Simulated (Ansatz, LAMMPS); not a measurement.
# Static equation of state of glassy 64SiO2-28Al2O3-4SrO-4Li2O (mol %) (88 atoms)

Density of this cell: 2.64 g/cm³. The cell holds 88 atoms: 16 Si, 14 Al, 1 Sr, 2 Li and 55 O. Cell: a = 10.082 Å, b = 10.519 Å, c = 10.746 Å, α = 86.2°, β = 91.5°, γ = 90.3°. The starting structure: 88 atoms (16 Si, 14 Al, 1 Sr, 2 Li, 55 O) placed at random at 2.58 g/cm³, melted at 4000 K for 10 ps at fixed volume with the Morse and Coulomb pair potential with partial charges (Pedone, Malavasi, Menziani, Cormack and Segre, J. Phys. Chem. B 110, 11780 (2006)). Quenched from 4000 K to 300 K at 200 K/ps and fixed volume, held 10 ps at zero pressure.

Calculated with Ansatz 0.2.0: Kohn-Sham DFT, PBE, PAW (set soft_2), plane waves; cutoff 420 eV, Γ point, fermi-dirac smearing of 0.05 eV. Cell and atoms were relaxed first, to V0 = 12.917 Å³ an atom at a residual P0 = 0.010 GPa. The cell was then scaled evenly, and the atoms were relaxed at each volume.

```
volume (Å³/atom)  pressure (GPa)
          11.625               ?
          12.142           4.369
          12.529           2.175
          13.305          -1.954
          13.692          -3.038
```

**Question.** Fit the third-order Birch–Murnaghan equation to the rows given and extrapolate to the withheld row.

**Working.**

Take the Eulerian strain f = ½[(V0/V)^(2/3) − 1] and the normalised pressure F = (P − P0) / [3f(1 + 2f)^(5/2)]. The third-order Birch–Murnaghan equation is then the line F = B0 + (3/2)B0(B′ − 4) f, so u = f and v = F.

```
      u = f  v = F (GPa)
  0.0210562      62.2398
  0.0102569      66.8721
-0.00975676      70.5031
 -0.0190507      58.7858
```

With n = 4: mean u = 6.2641e-4, mean v = 64.6002, Σ(u − ū)² = 0.0010051, Σ(u − ū)(v − v̄) = 0.026777. Slope b = 0.026777 / 0.0010051 = 26.640; intercept a = v̄ − b ū = 64.583.

So B0 = a = 64.6 GPa and B′ = 4 + 2b/(3a) = 4.27. At the withheld volume f = 0.03638, F = a + b f = 65.55 GPa, and P = P0 + 3f(1 + 2f)^(5/2) F.

Prediction at 11.625: 8.539 GPa. The run gave 6.181 GPa, so the fit is high by 2.4 GPa (38 % of the value).

The series isn't one smooth equation of state: even a line fitted to all rows, the withheld one included, misses F by up to 15.2 %, the count of bonds changes along the series and an atom moves over 0.5 Å in some relaxation. B0 and B′ are then only the numbers of this fit, not moduli of the material. Among the rows given, the largest miss of the fit is at 13.692, by 0.27 GPa (3.0 % of the range of the table).

Limits: Static cells at zero temperature; the cell shape is held. The program notes that the SCF threshold of these relaxations is loose for the stress. The quench rate of 200 K/ps is many orders above laboratory rates, so the cell is likely richer in defects and strain than a real sample. The network of bonds at the start is that of the classical potential that made the cell, and needn't be the one that DFT or experiment would give. Only the Γ point is sampled, in a cell whose shortest periodic width is 10 Å.

[Logs are printed without paths, hosts, clocks, repeated set-up lines and the standing remarks that a program may print on its own settings, such as how far it seeks lower states.]

[Hosts, paths, dates, database ids (printed as entryN), source tags and the programs' standing remarks are cut or masked in the printed files.]
